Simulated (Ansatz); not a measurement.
# A hypothetical structure for TiNbBAs

Starting from a made-up structure for TiNbBAs, the aim is the relaxed cell, its shortest contacts and, where a second run follows, its electronic structure.

Program: Ansatz 0.2.0. Level of theory: DFT, r2SCAN, plane-wave PAW, files of the set soft_1, scalar-relativistic, no spin, cell and ions relaxed at zero pressure; PAW set soft_1. Results are calculated unless marked as measured.

### 1. Set-up

Symmetry: R3m, No. 160, trigonal system. Conventional cell: a = 3.277 Å, b = 3.277 Å, c = 15.996 Å, α = 90.00°, β = 90.00°, γ = 120.00°. Nearest to Nb lie 3 B at 2.37 Å and 3 As at 2.37 Å. Nearest to As lie 3 Ti at 2.36 Å and 3 Nb at 2.37 Å. Nearest to Ti lie 3 B at 2.17 Å and 3 As at 2.36 Å. B has 3 Ti at 2.17 Å and 3 Nb at 2.37 Å nearest. Farther neighbours are not listed.

### 2. Relaxation of the guess

The guess takes its coordinates from another compound and its volume from a rule, so the cell and any free coordinates are relaxed together.

File input.yaml:

```yaml
crystal:
  lattice:
    - [1.6385, 0.945988416, 5.332]
    - [-1.6385, 0.945988416, 5.332]
    - [0.0, -1.891976832, 5.332]
  atoms:
    - { symbol: Nb, position: [0.74566666, 0.74566666, 0.74566666] }
    - { symbol: As, position: [0.501933327, 0.501933327, 0.501933327] }
    - { symbol: Ti, position: [0.256599993, 0.256599993, 0.256599993] }
    - { symbol: B, position: [0.98966666, 0.98966666, 0.98966666] }
kpoints:
  mp_grid: { grid: [9, 9, 9] }
scf:
  occupations: { method: fermi_dirac, width: 0.05 }
hamiltonian:
  xc: r2scan
  pseudopotentials: { kind: paw, azcp: { folder: soft_1 } }
relax:
  f_tol: 0.015
  max_steps: 70
  cell: {}
output:
  forces: true
  stress: true
```

Started as:

```sh
$ ansatz run input.yaml --threads 4 --pin off --max-ram 8192MiB --backend cpu --events-out ev --progress --plain --runs-dir out
```

Numbers of over 12 decimals in the logs are rounded to 6 here.

Log:

```text
basis.fft_grid_basis auto: the FFT boxes are laid along the combinations [[1, 0, -1], [0, 1, -1], [0, 0, 1]] of the cell's own vectors, 3.277, 3.277 and 5.658 Å long. The dense box has 24×24×45 points. Along the cell's own vectors, as sized, it would have 45×45×45, 3.52 times as many. Of the 6 symmetry operations that the crystal satisfies within crystal.symmetry.tolerance (time reversal apart; of a slab, those that  [...]
Engine: ansatz 0.2.0, aarch64-unknown-linux-gnu
Pseudopotentials: kind: paw
Pseudopotential: Nb, paw, valence charge 13, recommended cutoff 500 eV (meta_gga), soft_1/Nb.paw.azcp
Pseudopotential: As, paw, valence charge 15, recommended cutoff 500 eV (meta_gga), soft_1/As.paw.azcp
Pseudopotential: Ti, paw, valence charge 12, recommended cutoff 500 eV (meta_gga), soft_1/Ti.paw.azcp
Pseudopotential: B, paw, valence charge 3, recommended cutoff 500 eV (meta_gga), soft_1/B.paw.azcp
Functional definition: r2SCAN
  parameter k0 = 0.174
  parameter k1 = 0.065
  parameter a1 = 4.9479
  exchange = r2scan_x(k0 = k0, k1 = k1, a1 = a1)
  correlation = r2scan_c
Crystal: 4 atoms, lattice volume = 49.588 Å³
Basis set: ecut = 500 eV, 1237 PW (Γ), FFT grids on a1−a3, a2−a3, a3, exchange–correlation on 96×96×180 points (64 copies of the dense FFT grid, shifted against one another)
Bands: 26, of which v1, the nominal top of the filled ones, is band 22 counted from 1 (21 counted from 0)
Symmetry: 6 space group operations
Space group: R3m (ITA 160), of the structure as read, at distance tolerance 3.7e-5 Å
k-points: 85 of 729 (time reversal used)
Non-local potential: Nb, projectors of the file, l = 0: 3, l = 1: 2, l = 2: 2, l = 3: 1
Non-local potential: As, projectors of the file, l = 0: 2, l = 1: 2, l = 2: 3, l = 3: 1
Non-local potential: Ti, projectors of the file, l = 0: 3, l = 1: 2, l = 2: 3, l = 3: 1
Non-local potential: B, projectors of the file, l = 0: 2, l = 1: 2, l = 2: 1
PAW form: soft (Blöchl's): semilocal exchange-correlation on the pseudo side does not see the compensation charge
PAW frozen core: Nb, regenerated for the run's functional (the file was generated under x = pbe(κ = 0.804, μ = 0.219515), c = pbe(β = 0.066725))
PAW frozen core: As, regenerated for the run's functional (the file was generated under x = pbe(κ = 0.804, μ = 0.219515), c = pbe(β = 0.066725))
PAW frozen core: Ti, regenerated for the run's functional (the file was generated under x = pbe(κ = 0.804, μ = 0.219515), c = pbe(β = 0.066725))
PAW frozen core: B, regenerated for the run's functional (the file was generated under x = pbe(κ = 0.804, μ = 0.219515), c = pbe(β = 0.066725))
PAW one-centre angular grid: Nb, 590 points (default); XC on 160 Gauss nodes
PAW one-centre angular grid: As, 590 points (default); XC on 160 Gauss nodes
PAW one-centre angular grid: Ti, 590 points (default); XC on 160 Gauss nodes
PAW one-centre angular grid: B, 302 points (default); XC on 223 of its mesh's 2233 points in the sphere
Initial density: superposition of atomic densities (chi_scale 0.1, normalization cell, long waves kept (reshape's long-wave potential 0.02 eV rms))
Initial wavefunctions: pseudopotential atomic-orbital guess
Functional: x = r2scan, c = r2scan; τ floored in thin density (d = 2e-4 eV/Å³)
SCF iter   1: F=—  HF=-12093.389936 eV  |F-HF|=—  |Δ(HF+E_count)|=         —  Δρ=1.12e-1  dr2=1.87e1  dr2_τ=5.65e-1  ethr=3.10e-3  ⟨swp⟩=5.8  Hψ=8230  notcnv=0
preconditioner: auto → Kerker (q_TF=auto, 2.664 Å⁻¹)  [metal: Δε(μ)=0.082 eV  Ē_g=7.405 eV  σ=0.050 eV  W_gap=0.38  n_scr=16 (ndim 8)  ℏωp=21.7 eV  f_vac=0.000  D(μ)=1.44/eV (n_scr^D=8)]
SCF iter   2: F=—  HF=-12090.778686 eV  |F-HF|=—  |Δ(HF+E_count)|=    2.61e0  Δρ=5.28e-2  dr2=3.69e0  dr2_τ=1.83e-1  ethr=3.10e-3  ⟨swp⟩=3.0  Hψ=4505  notcnv=0
SCF iter   3: F=—  HF=-12090.300193 eV  |F-HF|=—  |Δ(HF+E_count)|=   4.78e-1  Δρ=1.99e-2  dr2=4.29e-1  dr2_τ=2.39e-2  ethr=3.10e-3  ⟨swp⟩=3.5  Hψ=3776  notcnv=0
SCF iter   4: F=—  HF=-12090.266709 eV  |F-HF|=—  |Δ(HF+E_count)|=   3.35e-2  Δρ=9.31e-3  dr2=1.03e-1  dr2_τ=2.61e-3  ethr=9.99e-4  ⟨swp⟩=2.9  Hψ=3318  notcnv=0
SCF iter   5: F=—  HF=-12090.260420 eV  |F-HF|=—  |Δ(HF+E_count)|=   6.29e-3  Δρ=3.27e-3  dr2=1.64e-2  dr2_τ=4.55e-4  ethr=2.41e-4  ⟨swp⟩=3.2  Hψ=3612  notcnv=0
SCF iter   6: F=—  HF=-12090.260062 eV  |F-HF|=—  |Δ(HF+E_count)|=   3.58e-4  Δρ=1.56e-3  dr2=2.11e-3  dr2_τ=1.54e-4  ethr=3.82e-5  ⟨swp⟩=2.1  Hψ=4443  notcnv=0
SCF iter   7: F=—  HF=-12090.259559 eV  |F-HF|=—  |Δ(HF+E_count)|=   5.03e-4  Δρ=8.57e-4  dr2=7.94e-4  dr2_τ=3.25e-5  ethr=4.91e-6  ⟨swp⟩=2.0  Hψ=3770  notcnv=0
SCF iter   8: F=—  HF=-12090.259567 eV  |F-HF|=—  |Δ(HF+E_count)|=   7.89e-6  Δρ=2.36e-4  dr2=3.37e-5  dr2_τ=2.26e-6  ethr=1.85e-6  ⟨swp⟩=2.1  Hψ=3092  notcnv=0
SCF iter   9: F=—  HF=-12090.259586 eV  |F-HF|=—  |Δ(HF+E_count)|=   1.88e-5  Δρ=6.46e-5  dr2=2.40e-6  dr2_τ=8.33e-8  ethr=7.84e-8  ⟨swp⟩=2.0  Hψ=3882  notcnv=0
SCF iter  10: F=—  HF=-12090.259588 eV  |F-HF|=—  |Δ(HF+E_count)|=   2.15e-6  Δρ=1.68e-5  dr2=1.47e-7  dr2_τ=2.01e-9  ethr=5.59e-9  ⟨swp⟩=2.0  Hψ=2947  notcnv=0
SCF iter  11: F=-12090.259588 eV  HF=-12090.259588 eV  |F-HF|=5.28e-9  |Δ(HF+E_count)|=   1.48e-7  Δρ=4.08e-6  dr2=6.10e-9  dr2_τ=3.95e-10  ethr=2.33e-10  ⟨swp⟩=4.5  Hψ=7989  notcnv=0
SCF 1 converged in 11 iterations: F = -12090.259588 eV  dr2 = 6.10e-9
  greatest PAW one-centre occupation: 1.001 electrons in one spin orbital (limit 2), on the Nb atom at site 0 (counted from 0), in its partial waves of l = 0
relax step   1: F+E_penalty+E_count = -12090.25958800 eV  Δ(F+E_penalty+E_count) = +0.000e0 eV  max|allowed force component| = 5.367e0 eV/Å  Δτ_max = 0.0000 Å  P = +41.231 GPa  Ω = 49.588 Å³  (11 SCF iters, dr2 threshold 1.00e-7 eV, accepted)
Crystal: 4 atoms, lattice volume = 56.080 Å³
Basis set: ecut = 500 eV, 1443 PW (Γ), FFT grids on a1−a3, a2−a3, a3, exchange–correlation on 96×96×180 points (64 copies of the dense FFT grid, shifted against one another)
Initial density: handed on by an earlier stage of this run
Initial wavefunctions: those handed on with the density
iter 1 solved again at ethr=7.95e-4 eV; its pass at ethr=3.10e-3 eV (dr2=3.42e-1 eV) is discarded
SCF iter   1: F=—  HF=-12090.747352 eV  |F-HF|=—  |Δ(HF+E_count)|=         —  Δρ=1.81e-2  dr2=3.42e-1  dr2_τ=2.88e0  ethr=7.95e-4  ⟨swp⟩=1.0  Hψ=14023  notcnv=0
preconditioner: auto → Kerker (q_TF=auto, 2.610 Å⁻¹)  [metal: Δε(μ)=0.017 eV  Ē_g=6.364 eV  σ=0.050 eV  W_gap=0.09  n_scr=22 (ndim 8)  ℏωp=20.4 eV  f_vac=0.000  D(μ)=2.90/eV (n_scr^D=28)]
[...]
SCF iter   2: F=—  HF=-12091.958085 eV  |F-HF|=—  |Δ(HF+E_count)|=   6.53e-2  Δρ=5.30e-3  dr2=2.38e-2  dr2_τ=4.04e-3  ethr=5.53e-4  ⟨swp⟩=2.4  Hψ=2968  notcnv=0
SCF iter   3: F=—  HF=-12091.956769 eV  |F-HF|=—  |Δ(HF+E_count)|=   1.32e-3  Δρ=2.69e-3  dr2=1.40e-2  dr2_τ=2.07e-4  ethr=5.54e-5  ⟨swp⟩=2.3  Hψ=3947  notcnv=0
SCF iter   4: F=—  HF=-12091.955459 eV  |F-HF|=—  |Δ(HF+E_count)|=   1.31e-3  Δρ=8.59e-4  dr2=7.33e-4  dr2_τ=4.56e-5  ethr=3.25e-5  ⟨swp⟩=2.0  Hψ=2949  notcnv=0
SCF iter   5: F=—  HF=-12091.955441 eV  |F-HF|=—  |Δ(HF+E_count)|=   1.82e-5  Δρ=3.23e-4  dr2=1.79e-4  dr2_τ=5.45e-6  ethr=1.71e-6  ⟨swp⟩=2.0  Hψ=3939  notcnv=0
SCF iter   6: F=—  HF=-12091.955426 eV  |F-HF|=—  |Δ(HF+E_count)|=   1.46e-5  Δρ=1.59e-4  dr2=2.23e-5  dr2_τ=5.04e-7  ethr=4.17e-7  ⟨swp⟩=2.0  Hψ=3851  notcnv=0
SCF iter   7: F=—  HF=-12091.955429 eV  |F-HF|=—  |Δ(HF+E_count)|=   2.89e-6  Δρ=6.99e-5  dr2=4.24e-6  dr2_τ=1.69e-7  ethr=5.20e-8  ⟨swp⟩=2.0  Hψ=3889  notcnv=0
SCF iter   8: F=—  HF=-12091.955430 eV  |F-HF|=—  |Δ(HF+E_count)|=   1.04e-6  Δρ=2.77e-5  dr2=6.59e-7  dr2_τ=3.52e-8  ethr=9.86e-9  ⟨swp⟩=2.0  Hψ=3885  notcnv=0
SCF iter   9: F=-12091.955430 eV  HF=-12091.955430 eV  |F-HF|=6.52e-9  |Δ(HF+E_count)|=   1.95e-7  Δρ=9.55e-6  dr2=5.95e-8  dr2_τ=1.75e-9  ethr=9.30e-10  ⟨swp⟩=5.0  Hψ=9650  notcnv=0
SCF 3 converged in 9 iterations: F = -12091.955430 eV  dr2 = 5.95e-8
relax step   3: F+E_penalty+E_count = -12091.95543003 eV  Δ(F+E_penalty+E_count) = -1.644e-1 eV  max|allowed force component| = 6.644e-1 eV/Å  Δτ_max = 0.0475 Å  P = +1.193 GPa  Ω = 57.972 Å³  energy of the carried Pulay correction = -3.272e-3 eV  (9 SCF iters, dr2 threshold 4.00e-7 eV, accepted)
[...]
relax step   4: F+E_penalty+E_count = -12091.96481949 eV  Δ(F+E_penalty+E_count) = -9.389e-3 eV  max|allowed force component| = 6.643e-1 eV/Å  Δτ_max = 0.0408 Å  P = +2.319 GPa  Ω = 57.845 Å³  energy of the carried Pulay correction = -3.226e-3 eV  (8 SCF iters, dr2 threshold 4.00e-7 eV, accepted)
[...]
relax step   5: F+E_penalty+E_count = -12091.98157434 eV  Δ(F+E_penalty+E_count) = -1.675e-2 eV  max|allowed force component| = 2.862e-1 eV/Å  Δτ_max = 0.0393 Å  P = -0.700 GPa  Ω = 58.773 Å³  energy of the carried Pulay correction = -3.558e-3 eV  (8 SCF iters, dr2 threshold 4.00e-7 eV, accepted)
[...]
relax step   6: F+E_penalty+E_count = -12091.98712356 eV  Δ(F+E_penalty+E_count) = -5.549e-3 eV  max|allowed force component| = 4.073e-2 eV/Å  Δτ_max = 0.0158 Å  P = -0.049 GPa  Ω = 58.485 Å³  energy of the carried Pulay correction = -3.456e-3 eV  (7 SCF iters, dr2 threshold 4.00e-7 eV, accepted)
[...]
relax step   7: F+E_penalty+E_count = -12091.98720364 eV  Δ(F+E_penalty+E_count) = -8.007e-5 eV  max|allowed force component| = 4.190e-3 eV/Å  Δτ_max = 0.0018 Å  P = -0.029 GPa  Ω = 58.488 Å³  energy of the carried Pulay correction = -3.457e-3 eV  (5 SCF iters, dr2 threshold 1.04e-7 eV, accepted)
[...]
relax step   8: F+E_penalty+E_count = -12091.99177900 eV  Δ(F+E_penalty+E_count) = -4.575e-3 eV  max|allowed force component| = 3.596e-3 eV/Å  Δτ_max = 0.0000 Å  P = +0.001 GPa  Ω = 58.488 Å³  stress off target by 5.42e-2 GPa  SCF on the basis re-selected at this cell (its energy is not comparable with the rows above)  (9 SCF iters)
[...]
relax step   9: F+E_penalty+E_count = -12091.99178535 eV  Δ(F+E_penalty+E_count) = -6.341e-6 eV  max|allowed force component| = 8.326e-4 eV/Å  Δτ_max = 0.0001 Å  P = +0.004 GPa  Ω = 58.485 Å³  energy of the carried Pulay correction = +1.568e-6 eV  (5 SCF iters, dr2 threshold 7.35e-9 eV, accepted)
iter 1 solved again at ethr=6.74e-8 eV; its pass at ethr=3.10e-3 eV (dr2=2.90e-5 eV) is discarded
SCF iter   1: F=—  HF=-12091.991781 eV  |F-HF|=—  |Δ(HF+E_count)|=         —  Δρ=1.86e-6  dr2=1.70e-9  dr2_τ=7.71e-10  ethr=6.74e-8  ⟨swp⟩=3.4  Hψ=14963  notcnv=0
eigensolver tolerance schedule: the retry pair's looser diagonalisation over-reported the residual by 17070.13 of it (diagonalisation noise at 0.59 of the residual, at the tolerance the schedule requests for it); recorded, not acted on — ethr = c·dr2/N_el stays at c = 1.0e-1
SCF iter   2: F=—  HF=-12091.991784 eV  |F-HF|=—  |Δ(HF+E_count)|=   2.48e-6  Δρ=1.20e-6  dr2=8.21e-10  dr2_τ=6.05e-11  ethr=3.95e-12  ⟨swp⟩=3.0  Hψ=5751  notcnv=0
SCF iter   3: F=—  HF=-12091.991784 eV  |F-HF|=—  |Δ(HF+E_count)|=  5.28e-10  Δρ=5.13e-7  dr2=1.86e-10  dr2_τ=3.37e-11  ethr=1.91e-12  ⟨swp⟩=2.0  Hψ=2947  notcnv=0
SCF iter   4: F=—  HF=-12091.991784 eV  |F-HF|=—  |Δ(HF+E_count)|=  8.00e-11  Δρ=3.62e-7  dr2=1.74e-10  dr2_τ=6.13e-12  ethr=1.00e-12  ⟨swp⟩=2.1  Hψ=2792  notcnv=0
SCF iter   5: F=-12091.991784 eV  HF=-12091.991784 eV  |F-HF|=5.46e-12  |Δ(HF+E_count)|=  9.09e-12  Δρ=1.92e-7  dr2=2.46e-11  dr2_τ=2.22e-12  ethr=1.00e-12  ⟨swp⟩=3.0  Hψ=7969  notcnv=0
SCF 10 converged in 5 iterations: F = -12091.991784 eV  dr2 = 2.46e-11
relax step  10: F+E_penalty+E_count = -12091.99178364 eV  Δ(F+E_penalty+E_count) = +1.707e-6 eV  max|allowed force component| = 8.404e-4 eV/Å  Δτ_max = 0.0000 Å  P = +0.004 GPa  Ω = 58.485 Å³  stress off target by 6.14e-3 GPa  SCF on the basis re-selected at this cell (its energy is not comparable with the rows above)  (5 SCF iters)
basis re-selected at this cell: Δ(F+E_penalty+E_count) = +1.707e-6 eV, ΔP = -0.000 GPa vs the last step (what re-selecting the basis moved, of the pressure what is left beyond the Pulay correction that the steps carried, after the strain that the cell walked since its last selection, with what the two solves' SCF thresholds leave and, on support functions, any second-order correction that the steps lacked; it is no m [...]
SCF converged after 5 iterations
Free energy (F): -12091.991784 eV
Harris-Foulkes:  -12091.991784 eV  (|F-HF|=5.46e-12)
Internal energy: -12091.972010 eV  (E = F + TS)
E sigma→0 (E₀):  -12091.981897 eV
Entropy (-TS):   -0.019774 eV (-4.943 meV/atom)
Fermi energy:    14.628816 eV
--- Per-component energies (eV) ---
  E_band       = -442.634247
  E_kinetic    = 798.978007
  E_local      = -3369.649900  (includes V_loc(G=0)·N_el)
  E_nonlocal   = -231.638286
  E_hartree    = 1628.788111
  E_xc         = -371.384892
  E_vxc        = -504.800405  (∫ρ·V_xc dr)
  E_paw        = -6253.328389  (= ΣΔE_a)
  E_vpaw       = -423.265181  (= ΣTr[D̂ρ^β])
  E_aug_tail   = 0.000019  (compensation charges beyond the density's cutoff)
  E_vtau       = 30.165222  (kinetic-family band-sum trace: ∫τ·v_τ [+ j·A + Jᵃ·Aᵃ] dr)
  E_ewald      = -4291.814958
  E_core_change = -1.921723  (= ΣΔE_core)
  E_smearing   = -0.019774  (= −TS)
  E_closure    = -0.000000  (closes the sum)
  Σ components = -12091.991784   (vs F -12091.991784, Δ=0.00e0)
--- Forces (eV/Å), atoms counted from 1 ---
  atom   1  Nb    -0.00000000     0.00000000    -0.00084019
  atom   2  As     0.00000000     0.00000000     0.00054453
  atom   3  Ti     0.00000000     0.00000000     0.00048253
  atom   4  B      0.00000000    -0.00000000    -0.00018591
  max |Σ_I F_I| component: 9.68e-7 eV/Å
--- Stress (GPa, compression-positive) ---
        0.006137       0.000000       0.000000
        0.000000       0.006137       0.000000
        0.000000       0.000000       0.000860
  P = ⅓ Tr σ = 0.0044 GPa (0.044 kbar)
--- Relaxed structure (8 steps of the walk, 8 accepted, 2 SCFs on fresh bases) ---
  F+E_penalty+E_count = -12091.99178364 eV   max|allowed force component| = 8.404e-4 eV/Å   (the final SCF, on the basis selected at the relaxed cell)
  cell:  # Å, volume = 58.4847 Å³
    - [1.680991, 0.970521, 5.974769]
    - [-1.680991, 0.970521, 5.974769]
    - [1.0012783509213608e-16, -1.941041, 5.974769]
  atoms:
    - { symbol: Nb, position: [0.732938, 0.732938, 0.732938] }
    - { symbol: As, position: [0.499554, 0.499554, 0.499554] }
    - { symbol: Ti, position: [0.264117, 0.264117, 0.264117] }
    - { symbol: B, position: [0.997258, 0.997258, 0.997258] }
```

It took 60 s on 4 threads of Arm Neoverse V2, shared host; peak memory 0.65 GiB; 3.9 min of CPU time.

The steps of the relaxation:

```
step  energy less that of the first step (eV)  largest force component (eV/Å)  pressure (GPa)  volume (Å³)
   1                                   0.0000                          5.3670           41.23        49.59
   2                                  -1.5314                          0.7717            7.58        56.08
   3                                  -1.6958                          0.6644            1.19        57.97
   4                                  -1.7052                          0.6643            2.32        57.84
   5                                  -1.7220                          0.2862           -0.70        58.77
   6                                  -1.7275                          0.0407           -0.05        58.49
   7                                  -1.7276                          0.0042           -0.03        58.49
  8*                                  -1.7322                          0.0036            0.00        58.49
   9                                  -1.7322                          0.0008            0.00        58.48
 10*                                  -1.7322                          0.0008            0.00        58.48
```

Relaxation steps marked * repeat the geometry before them on a plane-wave basis chosen anew for their cell, so energy and pressure can jump there.

The run keeps the 6 symmetry operations that it works with, so distortions that break them were not tested.

```
     cell as run  before  after   change
           a (Å)   5.658  6.282  +11.0 %
           b (Å)   5.658  6.282  +11.0 %
           c (Å)   5.658  6.282  +11.0 %
           α (°)   33.67  31.04   -7.8 %
           β (°)   33.67  31.04   -7.8 %
           γ (°)   33.67  31.04   -7.8 %
volume (Å³/atom)   12.40  14.62  +17.9 %
```

The atoms that moved most (Å, as changes of fractional coordinates times the final cell):

```
atom     dx     dy      dz  length
 Nb1  0.000  0.000  -0.228   0.228
  B4  0.000  0.000   0.136   0.136
 Ti3  0.000  0.000   0.135   0.135
 As2  0.000  0.000  -0.043   0.043
```

The relaxed structure:

```xyz
4
Lattice="1.6810 0.9705 5.9748 -1.6810 0.9705 5.9748 0.0000 -1.9410 5.9748" Properties=species:S:1:pos:R:3 pbc="T T T"
Nb    0.0000    0.0000   13.1374
As    0.0000    0.0000    8.9542
Ti    0.0000    0.0000    4.7341
B     0.0000    0.0000   17.8752
```

This step gave:

| Property | Result |
| --- | --- |
| free energy | -12091.9918 eV |
| energy at zero smearing | -12091.9819 eV |
| smearing term TS | 0.01977 eV |
| Fermi energy | 14.63 eV |
| electrons | 43 |
| symmetry operations | 6 |
| pressure | 0.004378 GPa |

Shortest distances by pair of elements, guess and relaxed (not always the same contact):

```
 pair  guess (Å)  relaxed (Å)
 B–Ti      2.170        2.278
 B–Nb      2.371        2.302
As–Ti      2.358        2.617
As–Nb      2.374        2.641
Nb–Ti      3.128        3.109
```

The relaxation ends with a largest force component of 8.4e-4 eV/Å and a pressure of 0.00 GPa.

### 3. Summary of results

| Quantity | Value |
| --- | --- |
| space group, relaxed | R3m |
| conventional cell | a = 3.362, b = 3.362, c = 17.924 Å; α = 90.0°, β = 90.0°, γ = 120.0° |
| volume per atom | 14.62 Å³ (guess 12.40) |

TiNbBAs relaxes to R3m with a = 3.362, b = 3.362 and c = 17.924 Å. The guessed volume was 15 % too small. The space group R3m was held in the relaxation, so the end point is a stationary structure within it and may be a saddle against distortions or other arrangements. Mesh and cutoff weren't tested. A vector of the cell changed its length by 11 %, more than the volume shows. No dispersion term is used, so weakly bound directions may come out too long. The runs have no spin, and magnetism wasn't tested. Nothing here tests whether the compound is stable against decomposition.

[Logs are printed without paths, hosts, clocks, repeated set-up lines and the standing remarks that a program may print on its own settings, such as how far it seeks lower states.]

[Hosts, paths, dates, database ids (printed as entryN), source tags and the programs' standing remarks are cut or masked in the printed files.]
